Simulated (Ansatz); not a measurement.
# How fast states decay through LuCuSeS

Wanted: the relaxed cell of LuCuSeS, its band edges and its decay constants. It is built by putting Se for part of the S in the LuCuS2 structure of space group P3m1, with the volume rescaled by atomic radii. The parent structure comes from the Materials Project.

Method: PBE DFT, plane waves, PAW files, in the first sound run; inputs show where later runs differ, in Ansatz 0.2.0.

The structure was built from a prototype and need not be the compound's stable phase.

## 1. Starting point

The structure is trigonal, space group P3m1 (No. 156). The conventional cell has a = 3.888 Å, b = 3.888 Å, c = 6.158 Å, α = 90.00°, β = 90.00°, γ = 120.00°. Lu has 3 Se at 2.65 Å and 3 S at 2.78 Å nearest. Cu has 1 Se at 2.31 Å and 3 S at 2.38 Å nearest. Nearest to Se lie 1 Cu at 2.31 Å and 3 Lu at 2.65 Å. Nearest to S lie 3 Cu at 2.38 Å and 3 Lu at 2.78 Å. It derives from LuCuS2. Se for part of the S in the LuCuS2 structure of space group P3m1. Farther neighbours and most contacts between anions are not listed.

As a file:

```cif
data_structure
_symmetry_space_group_name_H-M 'P3m1'
_symmetry_Int_Tables_number 156
_cell_length_a 3.8880
_cell_length_b 3.8880
_cell_length_c 6.1577
_cell_angle_alpha 90.000
_cell_angle_beta 90.000
_cell_angle_gamma 120.000
_cell_volume 80.61
loop_
_atom_site_label
_atom_site_type_symbol
_atom_site_symmetry_multiplicity
_atom_site_Wyckoff_symbol
_atom_site_fract_x
_atom_site_fract_y
_atom_site_fract_z
_atom_site_occupancy
Lu1 Lu 1 b 0.33333 0.66667 0.00287 1
Cu1 Cu 1 c 0.66667 0.33333 0.39768 1
Se1 Se 1 c 0.66667 0.33333 0.77343 1
S1 S 1 a 0.00000 0.00000 0.26903 1
```

## 2. Relaxing the new crystal

The substituted atoms don't fit the parent's cell, so cell and atoms relax together. A small smearing keeps the run stable in case the gap closes on the way.

The input, input.yaml:

```yaml
crystal:
  lattice:
    - [3.888005869, 0.0, 0.0]
    - [-1.9440029345, 3.3671118526, 0.0]
    - [0.0, 0.0, 6.1577494562]
  atoms:
    - { symbol: Lu, position: [0.3333333333, 0.6666666667, 0.0028656] }
    - { symbol: Cu, position: [0.6666666667, 0.3333333333, 0.3976766] }
    - { symbol: Se, position: [0.6666666667, 0.3333333333, 0.77342986] }
    - { symbol: S, position: [0.0, 0.0, 0.26902794] }
kpoints:
  mp_grid: { grid: [6, 6, 4] }
scf:
  occupations: { method: gaussian, width: 0.03 }
hamiltonian:
  xc: pbe
output:
  forces: true
  stress: true
relax:
  f_tol: 0.02
  max_steps: 60
  cell: {}
```

Run with:

```sh
ansatz run input.yaml --threads 2 --pin off --max-ram 4096MiB --backend cpu --events-out ev --progress --plain --runs-dir out
```

Numbers of over 12 decimals in the logs are rounded to 6 here.

The program printed:

```text
Engine: ansatz 0.2.0, aarch64-unknown-linux-gnu
Pseudopotentials: kind: paw
Pseudopotential: Lu, paw, valence charge 25, recommended cutoff 420 eV (normal), Lu.paw.azcp
Pseudopotential: Cu, paw, valence charge 19, recommended cutoff 420 eV (normal), Cu.paw.azcp
Pseudopotential: Se, paw, valence charge 16, recommended cutoff 420 eV (normal), Se.paw.azcp
Pseudopotential: S, paw, valence charge 6, recommended cutoff 420 eV (normal), S.paw.azcp
Functional definition: PBE
  parameter kappa = 0.804
  parameter beta = 0.066725
  exchange = pbe_x(kappa = kappa, mu = beta*pi^2/3)
  correlation = pbe_c(beta = beta)
Crystal: 4 atoms, lattice volume = 80.613 Å³
Basis set: ecut = 420 eV, 1581 PW (Γ), exchange–correlation on 54×54×90 points (8 copies of the dense FFT grid, shifted against one another)
Bands: 40, of which v1, the nominal top of the filled ones, is band 33 counted from 1 (32 counted from 0)
Symmetry: 6 space group operations
Space group: P3m1 (ITA 156), of the structure as read, at distance tolerance 4.3e-5 Å
k-points: 24 of 144 (time reversal used)
Non-local potential: Lu, projectors of the file, l = 0: 3, l = 1: 2, l = 2: 2, l = 3: 3
Non-local potential: Cu, projectors of the file, l = 0: 3, l = 1: 2, l = 2: 3, l = 3: 1
Non-local potential: Se, projectors of the file, l = 0: 2, l = 1: 2, l = 2: 3, l = 3: 1
Non-local potential: S, projectors of the file, l = 0: 2, l = 1: 2, l = 2: 2
PAW form: soft (Blöchl's): semilocal exchange-correlation on the pseudo side does not see the compensation charge
PAW one-centre angular grid: Lu, 590 points (default); XC on 64 Gauss nodes
PAW one-centre angular grid: Cu, 590 points (default); XC on 64 Gauss nodes
PAW one-centre angular grid: Se, 590 points (default); XC on 64 Gauss nodes
PAW one-centre angular grid: S, 110 points (default); XC on 64 Gauss nodes
Initial density: superposition of atomic densities (neutral atoms: chi_scale 0, normalization atom), corrected by the library's trained network
Initial wavefunctions: pseudopotential atomic-orbital guess
Functional: x = pbe(κ = 0.804, μ = 0.219515), c = pbe(β = 0.066725)
SCF iter   1: F=—  HF=-27733.517420 eV  |F-HF|=—  |Δ(HF+E_count)|=         —  Δρ=1.47e-3  dr2=1.60e-3  ethr=1.77e-3  ⟨swp⟩=6.5  Hψ=4540  notcnv=0  defer=1
preconditioner: auto → Resta (q_TF=auto, 2.639 Å⁻¹)  ε∞=6.7  [insulator: Δε(μ)=1.230 eV  Ē_g=11.700 eV  σ=0.030 eV  W_gap=1.00  n_scr=22 (ndim 8)  ℏωp=28.1 eV  f_vac=0.076  D(μ)=0.00/eV (n_scr^D=0)  ε∞_Penn≈6.7]
SCF iter   2: F=—  HF=-27733.515686 eV  |F-HF|=—  |Δ(HF+E_count)|=   1.73e-3  Δρ=9.00e-4  dr2=5.58e-4  ethr=2.42e-6  ⟨swp⟩=3.2  Hψ=2670  notcnv=0  defer=47
SCF iter   3: F=—  HF=-27733.515695 eV  |F-HF|=—  |Δ(HF+E_count)|=   8.74e-6  Δρ=8.05e-4  dr2=4.06e-4  ethr=8.46e-7  ⟨swp⟩=2.0  Hψ=1655  notcnv=0  defer=47
SCF iter   4: F=—  HF=-27733.515728 eV  |F-HF|=—  |Δ(HF+E_count)|=   3.24e-5  Δρ=2.71e-4  dr2=5.14e-5  ethr=6.15e-7  ⟨swp⟩=2.0  Hψ=1591  notcnv=0  defer=47
SCF iter   5: F=—  HF=-27733.515706 eV  |F-HF|=—  |Δ(HF+E_count)|=   2.13e-5  Δρ=1.18e-4  dr2=1.43e-5  ethr=7.78e-8  ⟨swp⟩=2.1  Hψ=1705  notcnv=0  defer=47
SCF iter   6: F=—  HF=-27733.515710 eV  |F-HF|=—  |Δ(HF+E_count)|=   3.83e-6  Δρ=6.00e-5  dr2=4.08e-6  ethr=2.17e-8  ⟨swp⟩=2.0  Hψ=1271  notcnv=0  defer=47
SCF iter   7: F=—  HF=-27733.515712 eV  |F-HF|=—  |Δ(HF+E_count)|=   1.90e-6  Δρ=2.11e-5  dr2=3.74e-7  ethr=6.18e-9  ⟨swp⟩=2.0  Hψ=1510  notcnv=0  defer=47
SCF iter   8: F=-27733.515712 eV  HF=-27733.515712 eV  |F-HF|=1.54e-9  |Δ(HF+E_count)|=   3.13e-7  Δρ=1.07e-5  dr2=9.14e-8  ethr=1.52e-10  ⟨swp⟩=6.4  Hψ=5149  notcnv=0
SCF 1 converged in 8 iterations: F = -27733.515712 eV  dr2 = 9.14e-8
  greatest PAW one-centre occupation: 1.000 electrons in one spin orbital (limit 2), on the Cu atom at site 1 (counted from 0), in its partial waves of l = 0
relax step   1: F+E_penalty+E_count = -27733.51571234 eV  Δ(F+E_penalty+E_count) = +0.000e0 eV  max|allowed force component| = 1.362e0 eV/Å  Δτ_max = 0.0000 Å  P = +4.597 GPa  Ω = 80.613 Å³  (8 SCF iters, dr2 threshold 1.00e-7 eV, accepted)
Crystal: 4 atoms, lattice volume = 85.588 Å³
Basis set: ecut = 420 eV, 1713 PW (Γ), exchange–correlation on 54×54×90 points (8 copies of the dense FFT grid, shifted against one another)
Initial density: handed on by an earlier stage of this run
Initial wavefunctions: those handed on with the density
iter 1 solved again at ethr=8.26e-4 eV; its pass at ethr=3.10e-3 eV (dr2=5.45e-1 eV) is discarded
SCF iter   1: F=—  HF=-27733.630529 eV  |F-HF|=—  |Δ(HF+E_count)|=         —  Δρ=2.71e-2  dr2=5.32e-1  ethr=8.26e-4  ⟨swp⟩=2.1  Hψ=6856  notcnv=0
preconditioner: auto → Resta (q_TF=auto, 2.613 Å⁻¹)  ε∞=6.5  [insulator: Δε(μ)=0.849 eV  Ē_g=11.567 eV  σ=0.030 eV  W_gap=1.00  n_scr=22 (ndim 8)  ℏωp=27.2 eV  f_vac=0.092  D(μ)=0.00/eV (n_scr^D=0)  ε∞_Penn≈6.5]
SCF iter   2: F=—  HF=-27733.484449 eV  |F-HF|=—  |Δ(HF+E_count)|=   1.46e-1  Δρ=1.02e-2  dr2=7.45e-2  ethr=8.06e-4  ⟨swp⟩=3.6  Hψ=1870  notcnv=0
SCF iter   3: F=—  HF=-27733.466767 eV  |F-HF|=—  |Δ(HF+E_count)|=   1.77e-2  Δρ=4.78e-3  dr2=9.38e-3  ethr=1.13e-4  ⟨swp⟩=4.4  Hψ=2746  notcnv=0
SCF iter   4: F=—  HF=-27733.477602 eV  |F-HF|=—  |Δ(HF+E_count)|=   1.08e-2  Δρ=8.11e-3  dr2=3.59e-2  ethr=1.42e-5  ⟨swp⟩=3.5  Hψ=2910  notcnv=0  recentre
SCF iter   5: F=—  HF=-27733.469841 eV  |F-HF|=—  |Δ(HF+E_count)|=   7.76e-3  Δρ=1.17e-3  dr2=1.16e-3  ethr=1.42e-5  ⟨swp⟩=3.0  Hψ=2565  notcnv=0  defer=41
SCF iter   6: F=—  HF=-27733.469836 eV  |F-HF|=—  |Δ(HF+E_count)|=   5.22e-6  Δρ=5.15e-4  dr2=2.97e-4  ethr=1.76e-6  ⟨swp⟩=3.3  Hψ=2214  notcnv=0  defer=41
SCF iter   7: F=—  HF=-27733.469887 eV  |F-HF|=—  |Δ(HF+E_count)|=   5.06e-5  Δρ=3.38e-4  dr2=1.36e-4  ethr=4.50e-7  ⟨swp⟩=3.0  Hψ=1925  notcnv=0  defer=41
SCF iter   8: F=—  HF=-27733.469927 eV  |F-HF|=—  |Δ(HF+E_count)|=   4.00e-5  Δρ=9.06e-5  dr2=1.22e-5  ethr=2.06e-7  ⟨swp⟩=2.9  Hψ=2108  notcnv=0  defer=41
SCF iter   9: F=—  HF=-27733.469935 eV  |F-HF|=—  |Δ(HF+E_count)|=   7.86e-6  Δρ=4.55e-5  dr2=1.45e-6  ethr=1.84e-8  ⟨swp⟩=3.0  Hψ=1962  notcnv=0  defer=41
SCF iter  10: F=-27733.469935 eV  HF=-27733.469935 eV  |F-HF|=3.39e-8  |Δ(HF+E_count)|=   3.30e-7  Δρ=9.38e-6  dr2=7.90e-8  ethr=6.06e-10  ⟨swp⟩=6.8  Hψ=5546  notcnv=0
SCF 2 converged in 10 iterations: F = -27733.469935 eV  dr2 = 7.90e-8
relax step   2: F+E_penalty+E_count = -27733.46993495 eV  Δ(F+E_penalty+E_count) = +4.578e-2 eV  max|allowed force component| = 1.744e0 eV/Å  Δτ_max = 0.1900 Å  P = -2.382 GPa  Ω = 85.588 Å³  energy of the carried Pulay correction = -1.504e-3 eV  (10 SCF iters, dr2 threshold 4.00e-7 eV, rejected (line search))
[...]
SCF iter   6: F=—  HF=-27733.657167 eV  |F-HF|=—  |Δ(HF+E_count)|=   2.99e-4  Δρ=2.75e-4  dr2=1.10e-4  ethr=7.37e-7  ⟨swp⟩=3.0  Hψ=1992  notcnv=0  defer=44
SCF iter   7: F=—  HF=-27733.657186 eV  |F-HF|=—  |Δ(HF+E_count)|=   1.96e-5  Δρ=1.57e-4  dr2=2.64e-5  ethr=1.67e-7  ⟨swp⟩=3.0  Hψ=1975  notcnv=0  defer=44
SCF iter   8: F=—  HF=-27733.657199 eV  |F-HF|=—  |Δ(HF+E_count)|=   1.34e-5  Δρ=5.80e-5  dr2=3.70e-6  ethr=4.00e-8  ⟨swp⟩=2.1  Hψ=1590  notcnv=0  defer=44
SCF iter   9: F=—  HF=-27733.657202 eV  |F-HF|=—  |Δ(HF+E_count)|=   2.48e-6  Δρ=2.57e-5  dr2=6.41e-7  ethr=5.61e-9  ⟨swp⟩=3.3  Hψ=2105  notcnv=0  defer=44
SCF iter  10: F=—  HF=-27733.657202 eV  |F-HF|=—  |Δ(HF+E_count)|=   4.23e-7  Δρ=1.27e-5  dr2=8.31e-8  ethr=9.72e-10  ⟨swp⟩=3.1  Hψ=2075  notcnv=0  defer=44
SCF iter  11: F=—  HF=-27733.657202 eV  |F-HF|=—  |Δ(HF+E_count)|=   2.65e-8  Δρ=4.14e-6  dr2=1.08e-8  ethr=1.26e-10  ⟨swp⟩=2.8  Hψ=1785  notcnv=0  defer=44
SCF iter  12: F=—  HF=-27733.657202 eV  |F-HF|=—  |Δ(HF+E_count)|=   5.06e-9  Δρ=2.52e-6  dr2=4.22e-9  ethr=1.64e-11  ⟨swp⟩=3.4  Hψ=2426  notcnv=0  defer=44
SCF iter  13: F=—  HF=-27733.657202 eV  |F-HF|=—  |Δ(HF+E_count)|=   2.78e-9  Δρ=4.59e-6  dr2=1.12e-8  ethr=6.39e-12  ⟨swp⟩=2.5  Hψ=1811  notcnv=0  defer=44  recentre
SCF iter  14: F=—  HF=-27733.657202 eV  |F-HF|=—  |Δ(HF+E_count)|=   2.30e-9  Δρ=1.40e-6  dr2=1.31e-9  ethr=6.39e-12  ⟨swp⟩=2.8  Hψ=1841  notcnv=0  defer=44
SCF iter  15: F=—  HF=-27733.657202 eV  |F-HF|=—  |Δ(HF+E_count)|=  1.49e-10  Δρ=2.75e-7  dr2=6.33e-11  ethr=1.99e-12  ⟨swp⟩=2.2  Hψ=1615  notcnv=0  defer=44
SCF iter  16: F=-27733.657202 eV  HF=-27733.657202 eV  |F-HF|=3.64e-12  |Δ(HF+E_count)|=  3.64e-11  Δρ=7.68e-8  dr2=4.27e-12  ethr=1.00e-12  ⟨swp⟩=6.5  Hψ=5107  notcnv=0
SCF 3 converged in 16 iterations: F = -27733.657202 eV  dr2 = 4.27e-12
relax step   3: F+E_penalty+E_count = -27733.65720155 eV  Δ(F+E_penalty+E_count) = -1.415e-1 eV  max|allowed force component| = 2.745e-1 eV/Å  Δτ_max = 0.0921 Å  P = +0.080 GPa  Ω = 83.803 Å³  energy of the carried Pulay correction = -9.752e-4 eV  (16 SCF iters, accepted)
[...]
relax step   4: F+E_penalty+E_count = -27733.66489919 eV  Δ(F+E_penalty+E_count) = -7.698e-3 eV  max|allowed force component| = 1.413e-1 eV/Å  Δτ_max = 0.0077 Å  P = -0.181 GPa  Ω = 84.122 Å³  energy of the carried Pulay correction = -1.070e-3 eV  (7 SCF iters, dr2 threshold 4.00e-7 eV, accepted)
[...]
relax step   5: F+E_penalty+E_count = -27733.66685536 eV  Δ(F+E_penalty+E_count) = -1.956e-3 eV  max|allowed force component| = 7.591e-2 eV/Å  Δτ_max = 0.0134 Å  P = -0.016 GPa  Ω = 83.987 Å³  energy of the carried Pulay correction = -1.030e-3 eV  (7 SCF iters, dr2 threshold 4.00e-7 eV, accepted)
[...]
relax step   6: F+E_penalty+E_count = -27733.66762590 eV  Δ(F+E_penalty+E_count) = -7.705e-4 eV  max|allowed force component| = 1.872e-2 eV/Å  Δτ_max = 0.0103 Å  P = -0.029 GPa  Ω = 83.947 Å³  energy of the carried Pulay correction = -1.018e-3 eV  (7 SCF iters, dr2 threshold 3.60e-7 eV, accepted)
Initial wavefunctions: pseudopotential atomic-orbital guess (no wavefunctions were taken with the density)
iter 1 solved again at ethr=2.94e-8 eV; its pass at ethr=3.10e-3 eV (dr2=1.94e-5 eV) is discarded
SCF iter   1: F=—  HF=-27733.663686 eV  |F-HF|=—  |Δ(HF+E_count)|=         —  Δρ=6.32e-4  dr2=9.34e-6  ethr=2.94e-8  ⟨swp⟩=4.7  Hψ=8576  notcnv=0
preconditioner: auto → Resta (q_TF=auto, 2.621 Å⁻¹)  ε∞=6.6  [insulator: Δε(μ)=1.212 eV  Ē_g=11.612 eV  σ=0.030 eV  W_gap=1.00  n_scr=22 (ndim 8)  ℏωp=27.5 eV  f_vac=0.085  D(μ)=0.00/eV (n_scr^D=0)  ε∞_Penn≈6.6]
SCF iter   2: F=—  HF=-27733.667357 eV  |F-HF|=—  |Δ(HF+E_count)|=   3.67e-3  Δρ=3.21e-4  dr2=2.21e-6  ethr=1.41e-8  ⟨swp⟩=2.0  Hψ=1435  notcnv=0
SCF iter   3: F=—  HF=-27733.668490 eV  |F-HF|=—  |Δ(HF+E_count)|=   1.13e-3  Δρ=1.10e-4  dr2=1.09e-6  ethr=3.35e-9  ⟨swp⟩=2.8  Hψ=1930  notcnv=0
SCF iter   4: F=—  HF=-27733.668617 eV  |F-HF|=—  |Δ(HF+E_count)|=   1.26e-4  Δρ=2.84e-5  dr2=1.76e-7  ethr=1.66e-9  ⟨swp⟩=2.0  Hψ=1720  notcnv=0
SCF iter   5: F=—  HF=-27733.668621 eV  |F-HF|=—  |Δ(HF+E_count)|=   4.54e-6  Δρ=1.10e-5  dr2=2.35e-8  ethr=2.67e-10  ⟨swp⟩=2.4  Hψ=1784  notcnv=0
SCF iter   6: F=—  HF=-27733.668622 eV  |F-HF|=—  |Δ(HF+E_count)|=   1.01e-6  Δρ=4.26e-6  dr2=7.39e-9  ethr=3.57e-11  ⟨swp⟩=2.6  Hψ=1841  notcnv=0
SCF iter   7: F=—  HF=-27733.668622 eV  |F-HF|=—  |Δ(HF+E_count)|=   1.29e-7  Δρ=1.23e-6  dr2=1.56e-9  ethr=1.12e-11  ⟨swp⟩=2.0  Hψ=1582  notcnv=0
SCF iter   8: F=—  HF=-27733.668622 eV  |F-HF|=—  |Δ(HF+E_count)|=   7.92e-9  Δρ=5.55e-7  dr2=4.44e-10  ethr=2.37e-12  ⟨swp⟩=2.0  Hψ=1687  notcnv=0
SCF iter   9: F=—  HF=-27733.668622 eV  |F-HF|=—  |Δ(HF+E_count)|=  5.53e-10  Δρ=3.15e-7  dr2=1.55e-10  ethr=1.00e-12  ⟨swp⟩=2.0  Hψ=1655  notcnv=0
SCF iter  10: F=-27733.668622 eV  HF=-27733.668622 eV  |F-HF|=3.64e-12  |Δ(HF+E_count)|=  1.56e-10  Δρ=1.06e-7  dr2=8.70e-12  ethr=1.00e-12  ⟨swp⟩=5.0  Hψ=5391  notcnv=0
SCF 7 converged in 10 iterations: F = -27733.668622 eV  dr2 = 8.70e-12
relax step   7: F+E_penalty+E_count = -27733.66862226 eV  Δ(F+E_penalty+E_count) = -9.964e-4 eV  max|allowed force component| = 1.868e-2 eV/Å  Δτ_max = 0.0000 Å  P = -0.032 GPa  Ω = 83.947 Å³  stress off target by 4.09e-2 GPa  SCF on the basis re-selected at this cell (its energy is not comparable with the rows above)  (10 SCF iters)
basis re-selected at this cell: Δ(F+E_penalty+E_count) = -9.964e-4 eV, ΔP = -0.003 GPa vs the last step (what re-selecting the basis moved, of the pressure what is left beyond the Pulay correction that the steps carried, after the strain that the cell walked since its last selection, with what the two solves' SCF thresholds leave and, on support functions, any second-order correction that the steps lacked; it is no m [...]
SCF converged after 10 iterations
Free energy (F): -27733.668622 eV
Harris-Foulkes:  -27733.668622 eV  (|F-HF|=3.64e-12)
Internal energy: -27733.668622 eV  (E = F + TS)
E sigma→0 (E₀):  -27733.668622 eV
Fermi energy:    11.400490 eV
--- Per-component energies (eV) ---
  E_band       = -850.074698
  E_kinetic    = 946.297824
  E_local      = -15076.096930  (includes V_loc(G=0)·N_el)
  E_nonlocal   = 405.950987
  E_hartree    = 6665.526320
  E_xc         = -509.913546
  E_vxc        = -560.662837  (∫ρ·V_xc dr)
  E_paw        = -11555.026146  (= ΣΔE_a)
  E_vpaw       = 103.383616  (= ΣTr[D̂ρ^β])
  E_aug_tail   = -0.000260  (compensation charges beyond the density's cutoff)
  E_ewald      = -8610.406873
  E_smearing   = -0.000000  (= −TS)
  E_closure    = -0.000000  (closes the sum)
  Σ components = -27733.668622   (vs F -27733.668622, Δ=0.00e0)
--- Forces (eV/Å), atoms counted from 1 ---
  atom   1  Lu     0.00000000     0.00000000    -0.00386989
  atom   2  Cu    -0.00000000    -0.00000000    -0.00391218
  atom   3  Se     0.00000000     0.00000000    -0.01090044
  atom   4  S     -0.00000000    -0.00000000     0.01868211
  max |Σ_I F_I| component: 3.88e-7 eV/Å
--- Stress (GPa, compression-positive) ---
       -0.040863       0.000000      -0.000000
        0.000000      -0.040863       0.000000
       -0.000000       0.000000      -0.014473
  P = ⅓ Tr σ = -0.0321 GPa (-0.321 kbar)
--- Relaxed structure (6 steps of the walk, 5 accepted, 1 SCFs on fresh bases) ---
  F+E_penalty+E_count = -27733.66862226 eV   max|allowed force component| = 1.868e-2 eV/Å   (the final SCF, on the basis selected at the relaxed cell)
  cell:  # Å, volume = 83.9475 Å³
    - [3.917583, 1.094562794461971e-18, 2.1391016923026718e-17]
    - [-1.958791, 3.392726, -1.0695508461513351e-17]
    - [3.387868415423555e-17, 0, 6.315977]
  atoms:
    - { symbol: Lu, position: [0.333333, 0.666667, 0.017577] }
    - { symbol: Cu, position: [0.666667, 0.333333, 0.383371] }
    - { symbol: Se, position: [0.666667, 0.333333, 0.770688] }
    - { symbol: S, position: [-2.2518300312435355e-17, -1.8503717076008887e-17, 0.271364] }
```

Elapsed: 30 s, on 2 threads of Arm Neoverse V2, shared host; peak memory 0.41 GiB; 58 s of CPU time.

Relaxation path:

```tsv
step	energy less that of the first step (eV)	largest force component (eV/Å)	pressure (GPa)	volume (Å³)
1	0.0000	1.3620	4.60	80.61
2	0.0458	1.7437	-2.38	85.59
3	-0.1415	0.2745	0.08	83.80
4	-0.1492	0.1413	-0.18	84.12
5	-0.1511	0.0759	-0.02	83.99
6	-0.1519	0.0187	-0.03	83.95
7*	-0.1529	0.0187	-0.03	83.95
```

Relaxation steps marked * repeat the geometry before them on a plane-wave basis chosen anew for their cell, so energy and pressure can jump there. Relaxation step 2 was tried and not accepted.

Forces are held to the 6 operations that the run works with; a distortion that breaks them can't arise in this run.

```tsv
conventional cell, symmetrised	before	after	change
a (Å)	3.888	3.918	+0.8 %
b (Å)	3.888	3.918	+0.8 %
c (Å)	6.158	6.316	+2.6 %
volume (Å³/atom)	20.15	20.99	+4.1 %
```

The atoms that moved most (Å, as changes of fractional coordinates times the final cell):

```tsv
atom	dx	dy	dz	length
Lu1	0.000	0.000	0.093	0.093
Cu2	0.000	0.000	-0.090	0.090
Se3	0.000	0.000	-0.017	0.017
S4	0.000	0.000	0.015	0.015
```

Final coordinates:

```xyz
4
Lattice="3.9176 0.0000 0.0000 -1.9588 3.3927 0.0000 0.0000 0.0000 6.3160" Properties=species:S:1:pos:R:3 pbc="T T T"
Lu    0.0000    2.2618    0.1110
Cu    1.9588    1.1309    2.4214
Se    1.9588    1.1309    4.8676
S     0.0000    0.0000    1.7139
```

This step gave:

```
free energy  : -27733.6686 eV
Fermi energy : 11.40 eV
pressure     : -0.03207 GPa
```

The largest force component on a free atom ends at 0.019 eV/Å.

(Part 1 of 3 ends here.)

[Logs are printed without paths, hosts, clocks, repeated set-up lines and the standing remarks that a program may print on its own settings, such as how far it seeks lower states.]

[Hosts, paths, dates, database ids (printed as entryN), source tags and the programs' standing remarks are cut or masked in the printed files.]
